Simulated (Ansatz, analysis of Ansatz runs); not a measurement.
**Migration in Be3N2 (P6_3/mmc): V_Be hop (2.3 Å), charge −2**

How high is the barrier when Be changes place in Be3N2 (P6_3/mmc)? The case: V_Be hop (2.3 Å), charge −2, in a cell of 120 host atoms with 1 Be taken out.

Main program and level: Ansatz 0.2.0; plane-wave PAW DFT, PBEsol; nudged elastic band between two relaxed defect structures at fixed charge in a uniform background.

### Step 1. The structure

The cell holds 119 atoms: 71 Be and 48 N. Its edges and angles: a = 9.829 Å, b = 9.829 Å, c = 9.710 Å, α = 90.0°, β = 90.0°, γ = 120.0°. It derives from Be3N2 (space group P6_3/mmc). Nearest the centre at fractional (0.500, 0.583, 0.664): N117 at 1.17 Å, Be105 at 1.17 Å, N111 at 1.79 Å, Be48 at 2.32 Å, Be106 at 2.32 Å, N118 at 2.32 Å, N30 at 2.32 Å, Be94 at 2.32 Å. The cell carries charge −2.

The cell's shortest repeat is 9.7 Å.

### Step 2. Relaxation of the start point, charge −2

A barrier is counted from a minimum, so both ends are relaxed first. Small random displacements break the symmetry of the ideal sites, so that the defect can distort if it gains by it. The charge of −2 is set by the electron count, and a uniform background keeps the cell neutral.

Input file qm2.start/input.yaml:

```yaml
crystal:
  lattice:
    - [8.51188336, 4.91433815, 0.0]
    - [-8.51188336, 4.91433815, 0.0]
    - [0.0, 0.0, 9.71005664]
  atoms:
    - { symbol: Be, position: [0.0, 0.33333333, 0.07824696] }
    - { symbol: Be, position: [0.16666667, 0.16666667, 0.07824696] }
    - { symbol: Be, position: [0.33333333, 0.0, 0.07824696] }
    - { symbol: Be, position: [0.0, 0.16666667, 0.57824696] }
    - { symbol: Be, position: [0.16666667, 0.0, 0.57824696] }
    - { symbol: Be, position: [0.33333333, 0.33333333, 0.57824696] }
    - { symbol: Be, position: [0.0, 0.16666667, 0.92175304] }
    - { symbol: Be, position: [0.16666667, 0.0, 0.92175304] }
    - { symbol: Be, position: [0.33333333, 0.33333333, 0.92175304] }
    - { symbol: Be, position: [0.0, 0.33333333, 0.42175304] }
    - { symbol: Be, position: [0.16666667, 0.16666667, 0.42175304] }
    - { symbol: Be, position: [0.33333333, 0.0, 0.42175304] }
    - { symbol: Be, position: [0.0, 0.0, 0.25] }
    - { symbol: Be, position: [0.16666667, 0.33333333, 0.25] }
    - { symbol: Be, position: [0.33333333, 0.16666667, 0.25] }
    - { symbol: Be, position: [0.0, 0.0, 0.75] }
    - { symbol: Be, position: [0.16666667, 0.33333333, 0.75] }
    - { symbol: Be, position: [0.33333333, 0.16666667, 0.75] }
    - { symbol: "N", position: [0.0, 0.0, 0.0] }
    - { symbol: "N", position: [0.16666667, 0.33333333, 0.0] }
    - { symbol: "N", position: [0.33333333, 0.16666667, 0.0] }
    - { symbol: "N", position: [0.0, 0.0, 0.5] }
    - { symbol: "N", position: [0.16666667, 0.33333333, 0.5] }
    - { symbol: "N", position: [0.33333333, 0.16666667, 0.5] }
    - { symbol: "N", position: [0.0, 0.33333333, 0.25] }
    - { symbol: "N", position: [0.16666667, 0.16666667, 0.25] }
    - { symbol: "N", position: [0.33333333, 0.0, 0.25] }
    - { symbol: "N", position: [0.0, 0.16666667, 0.75] }
    - { symbol: "N", position: [0.16666667, 0.0, 0.75] }
    - { symbol: "N", position: [0.33333333, 0.33333333, 0.75] }
    - { symbol: Be, position: [0.0, 0.83333333, 0.07824696] }
    - { symbol: Be, position: [0.16666667, 0.66666667, 0.07824696] }
    - { symbol: Be, position: [0.33333333, 0.5, 0.07824696] }
    - { symbol: Be, position: [0.0, 0.66666667, 0.57824696] }
    - { symbol: Be, position: [0.16666667, 0.5, 0.57824696] }
    - { symbol: Be, position: [0.33333333, 0.83333333, 0.57824696] }
    - { symbol: Be, position: [0.0, 0.66666667, 0.92175304] }
    - { symbol: Be, position: [0.16666667, 0.5, 0.92175304] }
    - { symbol: Be, position: [0.33333333, 0.83333333, 0.92175304] }
    - { symbol: Be, position: [0.0, 0.83333333, 0.42175304] }
    - { symbol: Be, position: [0.16666667, 0.66666667, 0.42175304] }
    - { symbol: Be, position: [0.33333333, 0.5, 0.42175304] }
    - { symbol: Be, position: [0.0, 0.5, 0.25] }
    - { symbol: Be, position: [0.16666667, 0.83333333, 0.25] }
    - { symbol: Be, position: [0.33333333, 0.66666667, 0.25] }
    - { symbol: Be, position: [0.0, 0.5, 0.75] }
    - { symbol: Be, position: [0.16666667, 0.83333333, 0.75] }
    - { symbol: Be, position: [0.33333333, 0.66666667, 0.75] }
    - { symbol: "N", position: [0.0, 0.5, 0.0] }
    - { symbol: "N", position: [0.16666667, 0.83333333, 0.0] }
    - { symbol: "N", position: [0.33333333, 0.66666667, 0.0] }
    - { symbol: "N", position: [0.0, 0.5, 0.5] }
    - { symbol: "N", position: [0.16666667, 0.83333333, 0.5] }
    - { symbol: "N", position: [0.33333333, 0.66666667, 0.5] }
    - { symbol: "N", position: [0.0, 0.83333333, 0.25] }
    - { symbol: "N", position: [0.16666667, 0.66666667, 0.25] }
    - { symbol: "N", position: [0.33333333, 0.5, 0.25] }
    - { symbol: "N", position: [0.0, 0.66666667, 0.75] }
    - { symbol: "N", position: [0.16666667, 0.5, 0.75] }
    - { symbol: "N", position: [0.33333333, 0.83333333, 0.75] }
    - { symbol: Be, position: [0.5, 0.33333333, 0.07824696] }
    - { symbol: Be, position: [0.66666667, 0.16666667, 0.07824696] }
    - { symbol: Be, position: [0.83333333, 0.0, 0.07824696] }
    - { symbol: Be, position: [0.5, 0.16666667, 0.57824696] }
    - { symbol: Be, position: [0.66666667, 0.0, 0.57824696] }
    - { symbol: Be, position: [0.83333333, 0.33333333, 0.57824696] }
    - { symbol: Be, position: [0.5, 0.16666667, 0.92175304] }
    - { symbol: Be, position: [0.66666667, 0.0, 0.92175304] }
    - { symbol: Be, position: [0.83333333, 0.33333333, 0.92175304] }
    - { symbol: Be, position: [0.5, 0.33333333, 0.42175304] }
    - { symbol: Be, position: [0.66666667, 0.16666667, 0.42175304] }
    - { symbol: Be, position: [0.83333333, 0.0, 0.42175304] }
    - { symbol: Be, position: [0.5, 0.0, 0.25] }
    - { symbol: Be, position: [0.66666667, 0.33333333, 0.25] }
    - { symbol: Be, position: [0.83333333, 0.16666667, 0.25] }
    - { symbol: Be, position: [0.5, 0.0, 0.75] }
    - { symbol: Be, position: [0.66666667, 0.33333333, 0.75] }
    - { symbol: Be, position: [0.83333333, 0.16666667, 0.75] }
    - { symbol: "N", position: [0.5, 0.0, 0.0] }
    - { symbol: "N", position: [0.66666667, 0.33333333, 0.0] }
    - { symbol: "N", position: [0.83333333, 0.16666667, 0.0] }
    - { symbol: "N", position: [0.5, 0.0, 0.5] }
    - { symbol: "N", position: [0.66666667, 0.33333333, 0.5] }
    - { symbol: "N", position: [0.83333333, 0.16666667, 0.5] }
    - { symbol: "N", position: [0.5, 0.33333333, 0.25] }
    - { symbol: "N", position: [0.66666667, 0.16666667, 0.25] }
    - { symbol: "N", position: [0.83333333, 0.0, 0.25] }
    - { symbol: "N", position: [0.5, 0.16666667, 0.75] }
    - { symbol: "N", position: [0.66666667, 0.0, 0.75] }
    - { symbol: "N", position: [0.83333333, 0.33333333, 0.75] }
    - { symbol: Be, position: [0.5, 0.83333333, 0.07824696] }
    - { symbol: Be, position: [0.66666667, 0.66666667, 0.07824696] }
    - { symbol: Be, position: [0.83333333, 0.5, 0.07824696] }
    - { symbol: Be, position: [0.66666667, 0.5, 0.57824696] }
    - { symbol: Be, position: [0.83333333, 0.83333333, 0.57824696] }
    - { symbol: Be, position: [0.5, 0.66666667, 0.92175304] }
    - { symbol: Be, position: [0.66666667, 0.5, 0.92175304] }
    - { symbol: Be, position: [0.83333333, 0.83333333, 0.92175304] }
    - { symbol: Be, position: [0.5, 0.83333333, 0.42175304] }
    - { symbol: Be, position: [0.66666667, 0.66666667, 0.42175304] }
    - { symbol: Be, position: [0.83333333, 0.5, 0.42175304] }
    - { symbol: Be, position: [0.5, 0.5, 0.25] }
    - { symbol: Be, position: [0.66666667, 0.83333333, 0.25] }
    - { symbol: Be, position: [0.83333333, 0.66666667, 0.25] }
    - { symbol: Be, position: [0.5, 0.5, 0.75] }
    - { symbol: Be, position: [0.66666667, 0.83333333, 0.75] }
    - { symbol: Be, position: [0.83333333, 0.66666667, 0.75] }
    - { symbol: "N", position: [0.5, 0.5, 0.0] }
    - { symbol: "N", position: [0.66666667, 0.83333333, 0.0] }
    - { symbol: "N", position: [0.83333333, 0.66666667, 0.0] }
    - { symbol: "N", position: [0.5, 0.5, 0.5] }
    - { symbol: "N", position: [0.66666667, 0.83333333, 0.5] }
    - { symbol: "N", position: [0.83333333, 0.66666667, 0.5] }
    - { symbol: "N", position: [0.5, 0.83333333, 0.25] }
    - { symbol: "N", position: [0.66666667, 0.66666667, 0.25] }
    - { symbol: "N", position: [0.83333333, 0.5, 0.25] }
    - { symbol: "N", position: [0.5, 0.66666667, 0.75] }
    - { symbol: "N", position: [0.66666667, 0.5, 0.75] }
    - { symbol: "N", position: [0.83333333, 0.83333333, 0.75] }
total_charge: -2
basis:
  ecutwfc: 420
  xc_grid: 2
hamiltonian:
  xc: pbesol
kpoints:
  mp_grid: { grid: [1, 1, 1], shift: [0.25, 0.25, 0.25] }
scf:
  occupations: { method: fixed }
  max_iter: 150
output:
  forces: true
relax:
  f_tol: 0.02
  max_steps: 70
  random_displacement: { amplitude: 0.03, seed: 5953 }
```

The run is started by

```sh
> ansatz run input.yaml --threads 4 --pin off --max-ram 14131MiB --backend cpu --events-out ev --progress --plain --runs-dir out
```

What it wrote:

```text
The last accepted step is kept in <dir> (removed where the run ends without a failure and the disk answers)
Engine: ansatz 0.2.0, aarch64-unknown-linux-gnu
Pseudopotentials: kind: paw
Pseudopotential: Be, paw, valence charge 2, recommended cutoff 420 eV (normal), Be.paw.azcp
Pseudopotential: N, paw, valence charge 5, recommended cutoff 420 eV (normal), N.paw.azcp
Functional definition: PBEsol
  exchange = pbesol_x
  correlation = pbesol_c
Crystal: 119 atoms, lattice volume = 812.349 Å³
Basis set: ecut = 420 eV, 15933 PW (Γ), exchange–correlation on 144×144×144 points (8 copies of the dense FFT grid, shifted against one another)
Bands: 311, of which v1, the nominal top of the filled ones, is band 192 counted from 1 (191 counted from 0)
Symmetry: 1 space group operations
k-points: 1
Non-local potential: Be, projectors of the file, l = 0: 2, l = 1: 2, l = 2: 1
Non-local potential: N, projectors of the file, l = 0: 2, l = 1: 2, l = 2: 1
PAW form: soft (Blöchl's): semilocal exchange-correlation on the pseudo side does not see the compensation charge
PAW frozen core: Be, regenerated for the run's functional, and the local potential with it (the file was generated under x = pbe(κ = 0.804, μ = 0.219515), c = pbe(β = 0.066725))
PAW frozen core: N, regenerated for the run's functional, and the local potential with it (the file was generated under x = pbe(κ = 0.804, μ = 0.219515), c = pbe(β = 0.066725))
PAW one-centre angular grid: Be, 110 points (default); XC on 64 Gauss nodes
PAW one-centre angular grid: N, 110 points (default); XC on 64 Gauss nodes
Initial density: superposition of atomic densities (neutral atoms scaled as one to the charged cell's electrons: chi_scale 0, normalization atom), corrected by the library's trained network
Initial wavefunctions: pseudopotential atomic-orbital guess
Functional: x = pbesol(κ = 0.804, μ = 0.123457), c = pbesol(β = 0.046)
SCF iter   1: F=—  HF=-24693.715322 eV  |F-HF|=—  |Δ(HF+E_count)|=         —  Δρ=1.50e-2  dr2=2.26e0  ethr=1.77e-3  ⟨swp⟩=6.0  Hψ=1647  notcnv=0  defer=115
preconditioner: auto → Resta (q_TF=auto, 2.408 Å⁻¹)  ε∞=3.7  [insulator: Δε(μ)=3.883 eV  Ē_g=15.429 eV  n_scr=198 (ndim 8)  ℏωp=25.5 eV  f_vac=0.000  ε∞_Penn≈3.7]
SCF iter   2: F=—  HF=-24693.086262 eV  |F-HF|=—  |Δ(HF+E_count)|=   6.29e-1  Δρ=2.99e-3  dr2=1.22e-1  ethr=5.88e-4  ⟨swp⟩=2.0  Hψ=446  notcnv=0  defer=116
SCF iter   3: F=—  HF=-24693.056023 eV  |F-HF|=—  |Δ(HF+E_count)|=   3.02e-2  Δρ=1.44e-3  dr2=2.66e-2  ethr=3.19e-5  ⟨swp⟩=3.0  Hψ=351  notcnv=0  defer=54
automatic band count: iteration 3 solves 248 bands in place of 311: the levels show a gap, and the empty bands left out lie too high to hold charge; the band table lists the bands solved (type scf.n_extra_bands for more)
SCF iter   4: F=—  HF=-24693.048381 eV  |F-HF|=—  |Δ(HF+E_count)|=   7.64e-3  Δρ=6.38e-4  dr2=3.12e-3  ethr=6.93e-6  ⟨swp⟩=3.0  Hψ=351  notcnv=0  defer=54
SCF iter   5: F=—  HF=-24693.048099 eV  |F-HF|=—  |Δ(HF+E_count)|=   2.81e-4  Δρ=1.65e-4  dr2=2.02e-4  ethr=8.11e-7  ⟨swp⟩=2.0  Hψ=404  notcnv=0  defer=54
SCF iter   6: F=—  HF=-24693.048096 eV  |F-HF|=—  |Δ(HF+E_count)|=   3.47e-6  Δρ=4.68e-5  dr2=1.57e-5  ethr=5.25e-8  ⟨swp⟩=2.0  Hψ=347  notcnv=0  defer=54
SCF iter   7: F=-24693.048096 eV  HF=-24693.048096 eV  |F-HF|=5.40e-7  |Δ(HF+E_count)|=   5.28e-7  Δρ=1.70e-5  dr2=1.80e-6  ethr=2.60e-9  ⟨swp⟩=4.0  Hψ=781  notcnv=0
SCF 1 converged in 7 iterations: F = -24693.048096 eV  dr2 = 1.80e-6
  greatest PAW one-centre occupation: 0.791 electrons in one spin orbital (limit 2), on the N atom at site 116 (counted from 0), in its partial waves of l = 0
relax step   1: F+E_penalty+E_count = -24693.04809588 eV  Δ(F+E_penalty+E_count) = +0.000e0 eV  max|allowed force component| = 2.834e0 eV/Å  Δτ_max = 0.0000 Å  (7 SCF iters, dr2 threshold 1.00e-5 eV, accepted)
[... the SCF cycles and remarks between the steps are left out from here to the last step ...]
relax step   2: F+E_penalty+E_count = -24695.27879594 eV  Δ(F+E_penalty+E_count) = -2.231e0 eV  max|allowed force component| = 1.273e0 eV/Å  Δτ_max = 0.1302 Å  (6 SCF iters, dr2 threshold 1.00e-4 eV, accepted)
relax step   3: F+E_penalty+E_count = -24695.98618215 eV  Δ(F+E_penalty+E_count) = -7.074e-1 eV  max|allowed force component| = 1.973e-1 eV/Å  Δτ_max = 0.2000 Å  (6 SCF iters, dr2 threshold 1.00e-4 eV, accepted)
relax step   4: F+E_penalty+E_count = -24696.00382012 eV  Δ(F+E_penalty+E_count) = -1.764e-2 eV  max|allowed force component| = 4.677e-2 eV/Å  Δτ_max = 0.0637 Å  (5 SCF iters, dr2 threshold 2.43e-6 eV, accepted)
relax step   5: F+E_penalty+E_count = -24696.00470236 eV  Δ(F+E_penalty+E_count) = -8.822e-4 eV  max|allowed force component| = 2.247e-2 eV/Å  Δτ_max = 0.0323 Å  (6 SCF iters, accepted)
SCF iter   1: F=—  HF=-24696.004401 eV  |F-HF|=—  |Δ(HF+E_count)|=         —  Δρ=2.47e-4  dr2=5.86e-4  ethr=2.28e-6  ⟨swp⟩=3.0  Hψ=461  notcnv=0  defer=54
automatic band count: iteration 1 solves 248 bands in place of 311: the levels show a gap, and the empty bands left out lie too high to hold charge; the band table lists the bands solved (type scf.n_extra_bands for more)
SCF iter   2: F=—  HF=-24696.004268 eV  |F-HF|=—  |Δ(HF+E_count)|=   1.33e-4  Δρ=1.35e-4  dr2=1.75e-4  ethr=1.53e-7  ⟨swp⟩=2.0  Hψ=400  notcnv=0  defer=53
SCF iter   3: F=—  HF=-24696.004191 eV  |F-HF|=—  |Δ(HF+E_count)|=   7.74e-5  Δρ=3.47e-5  dr2=9.59e-6  ethr=4.55e-8  ⟨swp⟩=2.0  Hψ=343  notcnv=0  defer=49
SCF iter   4: F=—  HF=-24696.004863 eV  |F-HF|=—  |Δ(HF+E_count)|=   6.73e-4  Δρ=7.84e-6  dr2=3.97e-7  ethr=2.50e-9  ⟨swp⟩=2.0  Hψ=389  notcnv=0  defer=49
SCF iter   5: F=-24696.004863 eV  HF=-24696.004863 eV  |F-HF|=1.96e-8  |Δ(HF+E_count)|=   5.89e-8  Δρ=2.16e-6  dr2=3.00e-8  ethr=2.60e-11  ⟨swp⟩=4.0  Hψ=763  notcnv=0
SCF 6 converged in 5 iterations: F = -24696.004863 eV  dr2 = 3.00e-8
relax step   6: F+E_penalty+E_count = -24696.00486310 eV  Δ(F+E_penalty+E_count) = -1.607e-4 eV  max|allowed force component| = 1.450e-3 eV/Å  Δτ_max = 0.0067 Å  (5 SCF iters, accepted)
SCF converged after 5 iterations
Free energy (F): -24696.004863 eV
Harris-Foulkes:  -24696.004863 eV  (|F-HF|=1.96e-8)
Internal energy: -24696.004863 eV  (E = F + TS)
E sigma→0 (E₀):  -24696.004863 eV
Fermi energy:    7.706995 eV
--- Per-component energies (eV) ---
  E_band       = 650.675832
  E_kinetic    = 7979.162792
  E_local      = -9793.155952  (includes V_loc(G=0)·N_el)
  E_nonlocal   = 2520.822799
  E_hartree    = 3111.972417
  E_xc         = -4335.060971
  E_vxc        = -5237.578733  (∫ρ·V_xc dr)
  E_paw        = -9965.753535  (= ΣΔE_a)
  E_vpaw       = -1042.533788  (= ΣTr[D̂ρ^β])
  E_aug_tail   = 0.004652  (compensation charges beyond the density's cutoff)
  E_ewald      = -14216.022534
  E_core_change = 2.025468  (= ΣΔE_core)
  E_smearing   = -0.000000  (= −TS)
  E_closure    = -0.000000  (closes the sum)
  E_deformation_potential = -37.033375  (in the stress; not in F)
  Σ components = -24696.004863   (vs F -24696.004863, Δ=0.00e0)
--- Forces (eV/Å), atoms counted from 1 ---
  atom   1  Be     0.00037479    -0.00018455    -0.00040959
  atom   2  Be     0.00014820     0.00044355    -0.00003665
  [... 3 atoms left out ...]
  atom   6  Be     0.00101084    -0.00037992    -0.00003067
  [... 23 atoms left out ...]
  atom  30  N     -0.00006352    -0.00007867     0.00031820
  [... 17 atoms left out ...]
  atom  48  Be    -0.00018318     0.00002201     0.00035398
  [... 45 atoms left out ...]
  atom  94  Be     0.00026185    -0.00054257    -0.00076330
  [... 1 atom left out ...]
  atom  96  Be     0.00056049     0.00032204    -0.00041326
  [... 8 atoms left out ...]
  atom 105  Be     0.00046857     0.00031730    -0.00058428
  atom 106  Be     0.00028499     0.00020595     0.00017799
  [... 4 atoms left out ...]
  atom 111  N      0.00025080    -0.00009103     0.00012404
  [... 5 atoms left out ...]
  atom 117  N      0.00008327     0.00009693    -0.00051106
  atom 118  N     -0.00022736     0.00049354     0.00063753
  [... 1 atom left out ...]
  max |Σ_I F_I| component: 5.79e-5 eV/Å
--- Relaxed structure (6 steps of the walk, 6 accepted, 0 SCFs on fresh bases) ---
  F+E_penalty+E_count = -24696.00486310 eV   max|allowed force component| = 1.450e-3 eV/Å
  atoms:
    - { symbol: Be, position: [0.005886, 0.336361, 0.077221] }
    - { symbol: Be, position: [0.169496, 0.172300, 0.077231] }
    [... 3 atoms left out ...]
    - { symbol: Be, position: [0.335054, 0.334230, 0.574687] }
    [... 23 atoms left out ...]
    - { symbol: N, position: [0.334811, 0.334921, 0.746896] }
    [... 17 atoms left out ...]
    - { symbol: Be, position: [0.342924, 0.666843, 0.725743] }
    [... 45 atoms left out ...]
    - { symbol: Be, position: [0.665497, 0.499358, 0.574664] }
    [... 1 atom left out ...]
    - { symbol: Be, position: [0.500239, 0.666911, 0.923838] }
    [... 8 atoms left out ...]
    - { symbol: Be, position: [0.500253, 0.509452, 0.726980] }
    - { symbol: Be, position: [0.657558, 0.824146, 0.725036] }
    [... 4 atoms left out ...]
    - { symbol: N, position: [0.500347, 0.488664, 0.496383] }
    [... 5 atoms left out ...]
    - { symbol: N, position: [0.500278, 0.666926, 0.760517] }
    - { symbol: N, position: [0.665657, 0.500343, 0.746855] }
    [... 1 atom left out ...]
```

Run time: 45 s. Hardware: 4 threads of Arm Neoverse V2, shared host; peak memory 1.5 GiB.

Reading the cycles: dr2 is the Hartree energy of the density residual (eV), the measure of convergence; HF is the Harris–Foulkes estimate of the energy, which meets the free energy F at convergence.

Relaxation path:

```
step  energy less that of the first step (eV)  largest force component (eV/Å)
   1                                   0.0000                          2.8344
   2                                  -2.2307                          1.2734
   3                                  -2.9381                          0.1973
   4                                  -2.9557                          0.0468
   5                                  -2.9566                          0.0225
   6                                  -2.9568                          0.0014
```

The atoms that moved most (Å, from the sites as typed, ahead of the random displacement, the mean shift of all atoms taken out):

```
 atom      dx      dy      dz  length
Be106   0.000  -0.092  -0.241   0.258
 Be48   0.079   0.046  -0.234   0.251
Be105  -0.079   0.045  -0.222   0.240
 Be73   0.023  -0.013   0.184   0.186
 Be14   0.000   0.027   0.181   0.183
 Be42  -0.003   0.147   0.108   0.183
 Be99   0.128  -0.072   0.108   0.182
Be100  -0.127  -0.068   0.108   0.180
```

Neighbours of Be105 at the end:

```
atom  distance (Å)
N117         1.582
N118         1.683
 N30         1.684
 Be6         2.234
Be94         2.235
N111         2.248
Be96         2.460
Be97         2.467
 Be9         2.468
```

Read from the output:

```
free energy                                                                                       : -24696.0049 eV
r.m.s. move of the farther half of the atoms                                                      : 0.04977 Å
largest move from the ideal geometry of this structure, a common shift of the far atoms taken out : 0.2686 Å
```

The relaxation gained 2.957 eV and ended with a largest force component of 0.0014 eV/Å.

(Continued in part 2 of 4.)

[Long decimals in the printed logs are rounded to 6 places.]

[Repeated set-up lines and some long k-point lines are left out of the logs, and relaxed atomic positions are cut to six decimals.]

[Logs are printed without paths, hosts, clocks, repeated set-up lines and the standing remarks that a program may print on its own settings, such as how far it seeks lower states.]

[Hosts, paths, dates, database ids (printed as entryN), source tags and the programs' standing remarks are cut or masked in the printed files.]
